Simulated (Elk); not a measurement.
# Fe: is a spiral lower than the collinear state?

Aim: the energy of spin spirals in Fe along a path of wavevectors.

Method: LDA (Perdew-Wang); all-electron APW+lo, Dirac cores, scalar-relativistic bands, in Elk 11.2.3 (patched build).

The database entry behind the starting cell differs from later determinations by our own check (an axis about 0.7 % long against later determinations), so it need not match the best structure at ambient conditions.

### Step 1. Starting point

Symmetry: Im-3m, No. 229, cubic system. Conventional cell: a = 2.886 Å, b = 2.886 Å, c = 2.886 Å, α = 90.00°, β = 90.00°, γ = 90.00°. Fe has 8 Fe at 2.50 Å nearest.

### Step 2. The state at q = 0

The energies of all spirals count from this run, made with the same spinor basis and mesh so that errors cancel.

The moments start as ferro +, in the xy plane (a flat spiral, cone angle 90°).

The last three numbers of an atom's line are a seed field in its sphere. It points against the wanted moment and shrinks by the factor reducebf each loop.

Input file elk.in:

```
tasks
  0

xctype
  3

reducebf
  0.5

epsengy
  1e-06

maxscl
  100

rgkmax
  7.0

nempty
  12

swidth
  0.003

lmaxi
  3

spinsprl
  .true.

spinpol
  .true.

vqlss
  0.000000 0.000000 0.000000

sppath
  './'

avec
  -2.72687479783 2.72687479783 2.72687479783
  2.72687479783 -2.72687479783 2.72687479783
  2.72687479783 2.72687479783 -2.72687479783

atoms
  1
  'Fe.in'
  1
  0.0000000000 0.0000000000 0.0000000000   -0.140000 0.000000 0.000000

ngridk
  12 12 12
```

Command:

```bash
OMP_NUM_THREADS=2 elk
```

Numbers of over 12 decimals in the logs are rounded to 6 here.

Output:

```text
┌─────────────────────────┐
│ Elk code version 11.2.3 │
└─────────────────────────┘

All units are atomic (Hartree, Bohr, etc.)

┌─────────────────────────────────────────────────┐
│ Ground-state run starting from atomic densities │
└─────────────────────────────────────────────────┘

Lattice vectors :
  -2.726874798       2.726874798       2.726874798
   2.726874798      -2.726874798       2.726874798
   2.726874798       2.726874798      -2.726874798

Reciprocal lattice vectors :
  0.2965383148E-16   1.152085404       1.152085404
   1.152085404      0.2965383148E-16   1.152085404
   1.152085404       1.152085404      0.2965383148E-16

Unit cell volume      :    81.10648601
Brillouin zone volume :    3.058327708

Muffin-tin inner radius fraction :   0.1000000000E-01

Nuclei treated as point charges

Species : 1 (Fe)
 parameters loaded from : Fe.in
 name : iron
 nuclear charge    :   -26.00000000
 electronic charge :    26.00000000
 atomic mass :    101799.2075
 muffin-tin radius :    2.336542848
 number of radial points in muffin-tin :    497
 inner part over the whole radius :   0.9819233484E-02
 number on inner part of muffin-tin    :    350
 approximate nuclear radius :   0.7160107270E-04
 number of mesh points to nuclear radius :    167
 atomic positions (lattice), magnetic fields (Cartesian) :
  1 :   0.00000000  0.00000000  0.00000000   -0.14000000  0.00000000  0.00000000

Total number of atoms per unit cell :    1
Total muffin-tin volume :    53.43303687
 ratio of muffin-tin to unit cell volume :   0.6588010343

Spin treatment :
 spin-polarised
 global magnetic field (Cartesian) :    0.000000000       0.000000000       0.000000000
 non-collinear magnetisation
 spin-spiral state assumed
  q-vector (lattice)   :    0.000000000       0.000000000       0.000000000
  q-vector (Cartesian) :    0.000000000       0.000000000       0.000000000
  q-vector length      :    0.000000000

Number of Bravais lattice symmetries :   48
Number of crystal symmetries         :   48
Crystal has inversion symmetry
Real symmetric eigensolver will be used

k-point grid :     12    12    12
k-point offset :    0.000000000       0.000000000       0.000000000
k-point set is reduced with full crystal symmetry group
Total number of k-points :       72

Muffin-tin radius times maximum |G+k| :    7.000000000
 using average radius
Maximum |G+k| for APW functions       :    2.995879150
Maximum (1/2)|G+k|²                   :    4.487645939
Maximum |G| for potential and density :    12.00000000
Constant for pseudocharge density :    7
 order of it for each species :   14
 order of it for pair densities of each species (exact exchange by exxq0 0: 14) :   10
Radial integration step length :    1

G-vector grid sizes :     20    20    20
Number of G-vectors :     2347

Maximum angular momentum used for
 APW functions            :    8
 outer part of muffin-tin :    6
 inner part of muffin-tin :    3

Total nuclear charge    :   -26.00000000
Total core charge       :    10.00000000
Total valence charge    :    16.00000000
Total excess charge     :    0.000000000
Total electronic charge :    26.00000000

Effective Wigner radius, rₛ :   0.9064236105

Number of empty states         :     12
Total number of valence states :     42
Total number of core states    :     10

Third-order local-orbitals added for an l without core states : T
Total number of local-orbitals :     23

Exchange-correlation functional :      3     0     0
 Perdew-Wang/Ceperley-Alder, Phys. Rev. B 45, 13244 (1992)
 gradient requirement :    0
 local density approximation (LDA)

Smearing type :    3
 Fermi-Dirac
Smearing width :   0.3000000000E-02
Effective electronic temperature (K) :    947.3250744

Mixing type :    3
 Broyden mixing, J. Phys. A: Math. Gen. 17, L317 (1984)

Kohn-Sham potential initialised from atomic data

┌──────────────────────────────┐
│ Self-consistent loop started │
└──────────────────────────────┘

┌─────────────────┐
│ Loop number : 1 │
└─────────────────┘

Energies :
 Fermi                       :     0.188540
 sum of occupied eigenvalues :     -737.48634194583
 electron kinetic            :      1285.1589587045
 core electron kinetic       :      1146.0665329684
 Coulomb                     :     -2502.3163700436
 Coulomb potential           :     -1952.1643517911
 nuclear-nuclear             :     -225.54407463171
 electron-nuclear            :     -2610.3693721546
 Hartree                     :      333.59707674268
 Madelung                    :     -1526.2341941481
 xc potential                :     -70.357395468257
 xc effective B-field        :    -0.112048
 external B-field            :      0.000000
 exchange                    :     -51.300667671734
 correlation                 :     -2.217846
 electron entropic           :    -0.80264700448960E-03
 total energy                :     -1270.6767278076
 (external B-field energy excluded from total)

Density of states at Fermi energy :    26.76401318
 (states/Hartree/unit cell)

Estimated indirect band gap :   0.4025199345E-03
 from k-point 68 to k-point 1
Estimated direct band gap   :   0.6779439691E-02
 at k-point 2

Charges :
 core                        :    10.00000000
 valence                     :    16.00000000
 interstitial                :    1.083175276
 muffin-tins (core leakage)
  species : 1 (Fe)
   atom 1                    :    24.91682472     ( -0.3589114961E-05)
 total in muffin-tins        :    24.91682472
 total calculated charge     :    26.00013075
 total charge                :    26.00000000
 error                       :   0.1307512202E-03

Moments :
 interstitial                :  -0.2907776167E-01 -0.1292434353E-10 -0.1849880203E-10
 muffin-tins
  species : 1 (Fe)
   atom 1                    :    2.408748076     -0.9326319032E-11  0.4553511593E-11
 total in muffin-tins        :    2.408748076     -0.9326319032E-11  0.4553511593E-11
 total moment                :    2.379670314     -0.2225066256E-10 -0.1394529043E-10

┌─────────────────┐
│ Loop number : 2 │
└─────────────────┘

Energies :
 Fermi                       :     0.188934
 sum of occupied eigenvalues :     -737.48857237623
 electron kinetic            :      1284.9705852741
 core electron kinetic       :      1145.9552235839
 Coulomb                     :     -2502.3763889856
 Coulomb potential           :     -1952.1367619342
 nuclear-nuclear             :     -225.54407463171
 electron-nuclear            :     -2610.5176295703
 Hartree                     :      333.68531521636
 Madelung                    :     -1526.3080080186
 xc potential                :     -70.201261786554
 xc effective B-field        :    -0.112187
 external B-field            :      0.000000
 exchange                    :     -51.306168107870
 correlation                 :     -2.217998
 electron entropic           :    -0.80096776122596E-03
 total energy                :     -1270.9307711081
 (external B-field energy excluded from total)

Density of states at Fermi energy :    26.69300171
 (states/Hartree/unit cell)

Estimated indirect band gap :   0.3817362896E-03
 from k-point 51 to k-point 1
Estimated direct band gap   :   0.6767905710E-02
 at k-point 2

Charges :
 core                        :    10.00000000
 valence                     :    16.00000000
 interstitial                :    1.081007665
 muffin-tins (core leakage)
  species : 1 (Fe)
   atom 1                    :    24.91899233     ( -0.3589114568E-05)
 total in muffin-tins        :    24.91899233
 total calculated charge     :    26.00013069
 total charge                :    26.00000000
 error                       :   0.1306884673E-03

Moments :
 interstitial                :  -0.2891376950E-01  0.6822272402E-07  0.8770779824E-08
 muffin-tins
  species : 1 (Fe)
   atom 1                    :    2.410306399      0.4424170308E-06  0.1422231394E-07
 total in muffin-tins        :    2.410306399      0.4424170308E-06  0.1422231394E-07
 total moment                :    2.381392629      0.5106397549E-06  0.2299309377E-07

RMS change in Kohn-Sham potential (target) :   0.3883473276     (  0.1000000000E-05)
Absolute change in total energy (target)   :   0.2540433005     (  0.1000000000E-05)

[... loops 3 to 17 left out ...]

┌──────────────────┐
│ Loop number : 18 │
└──────────────────┘

Energies :
 Fermi                       :     0.280700
 sum of occupied eigenvalues :     -735.59087157289
 electron kinetic            :      1287.0401336583
 core electron kinetic       :      1146.2844908240
 Coulomb                     :     -2503.9576724432
 Coulomb potential           :     -1951.6080262394
 nuclear-nuclear             :     -225.54407463171
 electron-nuclear            :     -2614.2234895133
 Hartree                     :      335.80989170186
 Madelung                    :     -1528.1536593235
 xc potential                :     -70.920782552563
 xc effective B-field        :    -0.102196
 external B-field            :      0.000000
 exchange                    :     -51.432579079097
 correlation                 :     -2.222620
 electron entropic           :    -0.78092766980771E-03
 total energy                :     -1270.5735185109
 (external B-field energy excluded from total)

Density of states at Fermi energy :    26.71908990
 (states/Hartree/unit cell)

Estimated indirect band gap :   0.8075586701E-03
 from k-point 40 to k-point 63
Estimated direct band gap   :   0.4067165408E-02
 at k-point 61

Charges :
 core                        :    10.00000000
 valence                     :    16.00000000
 interstitial                :    1.031055952
 muffin-tins (core leakage)
  species : 1 (Fe)
   atom 1                    :    24.96894405     ( -0.3589114792E-05)
 total in muffin-tins        :    24.96894405
 total calculated charge     :    26.00012572
 total charge                :    26.00000000
 error                       :   0.1257235467E-03

Moments :
 interstitial                :  -0.2969151920E-01  0.4986763951E-05  0.9131707999E-06
 muffin-tins
  species : 1 (Fe)
   atom 1                    :    2.290864437      0.7990259792E-03  0.5869813657E-05
 total in muffin-tins        :    2.290864437      0.7990259792E-03  0.5869813657E-05
 total moment                :    2.261172917      0.8040127432E-03  0.6782984457E-05

RMS change in Kohn-Sham potential (target) :   0.3275452072E-06 (  0.1000000000E-05)
Absolute change in total energy (target)   :   0.9249870345E-06 (  0.1000000000E-05)

Convergence targets achieved

┌──────────────────┐
│ Loop number : 19 │
└──────────────────┘

Energies :
 Fermi                       :     0.280700
 sum of occupied eigenvalues :     -735.59087152305
 electron kinetic            :      1287.0401335642
 core electron kinetic       :      1146.2844908092
 Coulomb                     :     -2503.9576723015
 Coulomb potential           :     -1951.6080262355
 nuclear-nuclear             :     -225.54407463171
 electron-nuclear            :     -2614.2234892232
 Hartree                     :      335.80989155341
 Madelung                    :     -1528.1536591837
 xc potential                :     -70.920782441915
 xc effective B-field        :    -0.102196
 external B-field            :      0.000000
 exchange                    :     -51.432579064892
 correlation                 :     -2.222620
 electron entropic           :    -0.78092795946783E-03
 total energy                :     -1270.5735184499
 (external B-field energy excluded from total)

Density of states at Fermi energy :    26.71910512
 (states/Hartree/unit cell)

Estimated indirect band gap :   0.8075365079E-03
 from k-point 40 to k-point 63
Estimated direct band gap   :   0.4067149001E-02
 at k-point 61

Charges :
 core                        :    10.00000000
 valence                     :    16.00000000
 interstitial                :    1.031055956
 muffin-tins (core leakage)
  species : 1 (Fe)
   atom 1                    :    24.96894404     ( -0.3589114982E-05)
 total in muffin-tins        :    24.96894404
 total calculated charge     :    26.00012572
 total charge                :    26.00000000
 error                       :   0.1257235409E-03

Moments :
 interstitial                :  -0.2969161844E-01  0.4543200666E-05  0.9121516842E-06
 muffin-tins
  species : 1 (Fe)
   atom 1                    :    2.290864188      0.8332443114E-03  0.6004918319E-05
 total in muffin-tins        :    2.290864188      0.8332443114E-03  0.6004918319E-05
 total moment                :    2.261172570      0.8377875120E-03  0.6917070003E-05

┌──────────────────────────────┐
│ Self-consistent loop stopped │
└──────────────────────────────┘

Wrote STATE.OUT
```

It took 12 s on 2 threads of AMD EPYC 9R45, shared host; peak memory 0.08 GiB.

This step gave:

```yaml
density_of_states_at_the_fermi_level: 0.9819 states/eV/cell
moment_between_the_spheres: -0.02969, 0, 0 μB
magnetization: 2.261, 8.38e-4, 0 μB
final_state: ferromagnetic
largest_moment: 2.291 μB
```

After 19 cycles the largest moment stands at 2.29 μB.

### Step 3. One pass at q = (0.1667, -0.1667, 0.1667)

One diagonalisation in the potential of q = 0; by the force theorem the spiral's energy is the band energy with the smearing's entropy term, less that of a like pass at q = 0. The total energy that such a pass prints is not self-consistent and is not used.

elk.in: that of step 2 with these lines changed.

```diff
@@ -1,3 +1,3 @@
 tasks
-  0
+  1
 
@@ -13,3 +13,3 @@
 maxscl
-  100
+  1
 
@@ -34,3 +34,3 @@
 vqlss
-  0.000000 0.000000 0.000000
+  0.166667 -0.166667 0.166667
 
@@ -48,3 +48,3 @@
   1
-  0.0000000000 0.0000000000 0.0000000000   -0.140000 0.000000 0.000000
+  0.0000000000 0.0000000000 0.0000000000   -0.000140 0.000000 0.000000
```

Command:

```bash
OMP_NUM_THREADS=2 elk
```

Output:

```text
┌─────────────────────────┐
│ Elk code version 11.2.3 │
└─────────────────────────┘

All units are atomic (Hartree, Bohr, etc.)

┌──────────────────────────────────────────┐
│ Ground-state run resuming from STATE.OUT │
└──────────────────────────────────────────┘

Lattice vectors :
  -2.726874798       2.726874798       2.726874798
   2.726874798      -2.726874798       2.726874798
   2.726874798       2.726874798      -2.726874798

Species : 1 (Fe)
 muffin-tin radius :    2.336542848
 atomic positions (lattice), magnetic fields (Cartesian) :
  1 :   0.00000000  0.00000000  0.00000000    0.00000000  0.00000000  0.00000000

Total number of atoms per unit cell :    1
Total muffin-tin volume :    53.43303687
 ratio of muffin-tin to unit cell volume :   0.6588010343

Spin treatment :
 spin-polarised
 global magnetic field (Cartesian) :    0.000000000       0.000000000       0.000000000
 non-collinear magnetisation
 spin-spiral state assumed
  q-vector (lattice)   :   0.1666670000     -0.1666670000      0.1666670000
  q-vector (Cartesian) :   0.6371619394E-17  0.3840292361      0.1131393452E-16
  q-vector length      :   0.3840292361

Number of Bravais lattice symmetries :    8
Number of crystal symmetries         :    8
Crystal has no inversion symmetry
Complex Hermitian eigensolver will be used

k-point grid :     12    12    12
k-point offset :    0.000000000       0.000000000       0.000000000
k-point set is reduced with full crystal symmetry group
Total number of k-points :      294

Muffin-tin radius times maximum |G+k| :    7.000000000
 using average radius
Maximum |G+k| for APW functions       :    2.995879150
Maximum (1/2)|G+k|²                   :    4.487645939
Maximum |G| for potential and density :    12.00000000
Constant for pseudocharge density :    7
 order of it for each species :   14
 order of it for pair densities of each species (exact exchange by exxq0 0: 14) :   10
Radial integration step length :    1

G-vector grid sizes :     20    20    20
Number of G-vectors :     2347

Maximum angular momentum used for
 APW functions            :    8
 outer part of muffin-tin :    6

Number of empty states         :     12
Total number of valence states :     42
Total number of core states    :     10

Third-order local-orbitals added for an l without core states : T
Total number of local-orbitals :     23

Exchange-correlation functional :      3     0     0
 Perdew-Wang/Ceperley-Alder, Phys. Rev. B 45, 13244 (1992)
 gradient requirement :    0
 local density approximation (LDA)

Smearing type :    3
 Fermi-Dirac
Smearing width :   0.3000000000E-02
Effective electronic temperature (K) :    947.3250744

Mixing type :    3
 Broyden mixing, J. Phys. A: Math. Gen. 17, L317 (1984)

Potential read in from STATE.OUT

┌──────────────────────────────┐
│ Self-consistent loop started │
└──────────────────────────────┘

┌─────────────────┐
│ Loop number : 1 │
└─────────────────┘

Reached self-consistent loops maximum

Energies :
 Fermi                       :     0.286286
 sum of occupied eigenvalues :     -735.58838159188
 electron kinetic            :      1287.0139874672
 core electron kinetic       :      1146.2847787563
 Coulomb                     :     -2503.9335481387
 Coulomb potential           :     -1951.6391593164
 nuclear-nuclear             :     -225.54407463171
 electron-nuclear            :     -2614.1380145810
 Hartree                     :      335.74854107400
 Madelung                    :     -1528.1139684805
 xc potential                :     -70.862010663237
 xc effective B-field        :    -0.100540
 external B-field            :      0.000000
 exchange                    :     -51.428137223719
 correlation                 :     -2.222531
 electron entropic           :    -0.79395170146199E-03
 total energy                :     -1270.5710225380
 (external B-field energy excluded from total)

Density of states at Fermi energy :    25.66127544
 (states/Hartree/unit cell)

Estimated indirect band gap :   0.1922428872E-03
 from k-point 195 to k-point 45
Estimated direct band gap   :   0.3058974546E-02
 at k-point 213

Charges :
 core                        :    10.00000000
 valence                     :    16.00000000
 interstitial                :    1.031674696
 muffin-tins (core leakage)
  species : 1 (Fe)
   atom 1                    :    24.96832530     ( -0.3589114787E-05)
 total in muffin-tins        :    24.96832530
 total calculated charge     :    25.99978246
 total charge                :    26.00000000
 error                       :   0.2175403466E-03

Moments :
 interstitial                :  -0.2360205756E-01  0.2515870547E-05 -0.1969780261E-05
 muffin-tins
  species : 1 (Fe)
   atom 1                    :    2.293600544      0.8233409256E-03  0.1572604532E-04
 total in muffin-tins        :    2.293600544      0.8233409256E-03  0.1572604532E-04
 total moment                :    2.269998487      0.8258567962E-03  0.1375626506E-04

┌──────────────────────────────┐
│ Self-consistent loop stopped │
└──────────────────────────────┘
```

It took 2.6 s on 2 threads; peak memory 0.09 GiB; 5 s of CPU time.

Numbers from this step:

- magnetization: 2.270, 8.26e-4, 0 μB
- final state: spiral
- largest moment: 2.294 μB

Moments of a spiral are printed for the first cell, in the frame that turns with it; over the crystal the turning parts cancel.

By that sum this spiral lies +67.4 meV a seeded atom from q = 0.

### Step 4. One pass at q = (0.3333, -0.3333, 0.3333)

elk.in: that of step 3 with these lines changed.

```diff
@@ -34,3 +34,3 @@
 vqlss
-  0.166667 -0.166667 0.166667
+  0.333333 -0.333333 0.333333
```

Command:

```bash
OMP_NUM_THREADS=2 elk
```

Output:

```text
┌─────────────────────────┐
│ Elk code version 11.2.3 │
└─────────────────────────┘

All units are atomic (Hartree, Bohr, etc.)

┌──────────────────────────────────────────┐
│ Ground-state run resuming from STATE.OUT │
└──────────────────────────────────────────┘

Lattice vectors :
  -2.726874798       2.726874798       2.726874798
   2.726874798      -2.726874798       2.726874798
   2.726874798       2.726874798      -2.726874798

Species : 1 (Fe)
 muffin-tin radius :    2.336542848
[...]
total calculated charge     :    25.99983288
 total charge                :    26.00000000
 error                       :   0.1671178661E-03

Moments :
 interstitial                :  -0.1543328550E-01  0.1832135581E-04 -0.2935494428E-05
 muffin-tins
  species : 1 (Fe)
   atom 1                    :    2.194133431      0.8022643561E-03  0.5995674453E-04
 total in muffin-tins        :    2.194133431      0.8022643561E-03  0.5995674453E-04
 total moment                :    2.178700145      0.8205857120E-03  0.5702125010E-04

┌──────────────────────────────┐
│ Self-consistent loop stopped │
└──────────────────────────────┘

[key lines of the parts left out:]
total energy                :     -1270.5627276024
```

It took 2.6 s on 2 threads; peak memory 0.09 GiB.

Read from the output:

```yaml
magnetization: 2.179, 8.21e-4, 0 μB
final_state: spiral
largest_moment: 2.194 μB
```

By that sum this spiral lies +278.1 meV a seeded atom from q = 0.

[end of part 1 of 2]

[Logs and program files are shortened in this print: banners, set-up blocks, solver, clock and traceback lines can be left out without a mark of their own.]

[Logs are printed without paths, hosts, clocks, repeated set-up lines and the standing remarks that a program may print on its own settings, such as how far it seeks lower states.]

[Hosts, paths, dates, database ids (printed as entryN), source tags and the programs' standing remarks are cut or masked in the printed files.]

[Where a cell is said to come from a database of computed structures, the database is the Materials Project.]
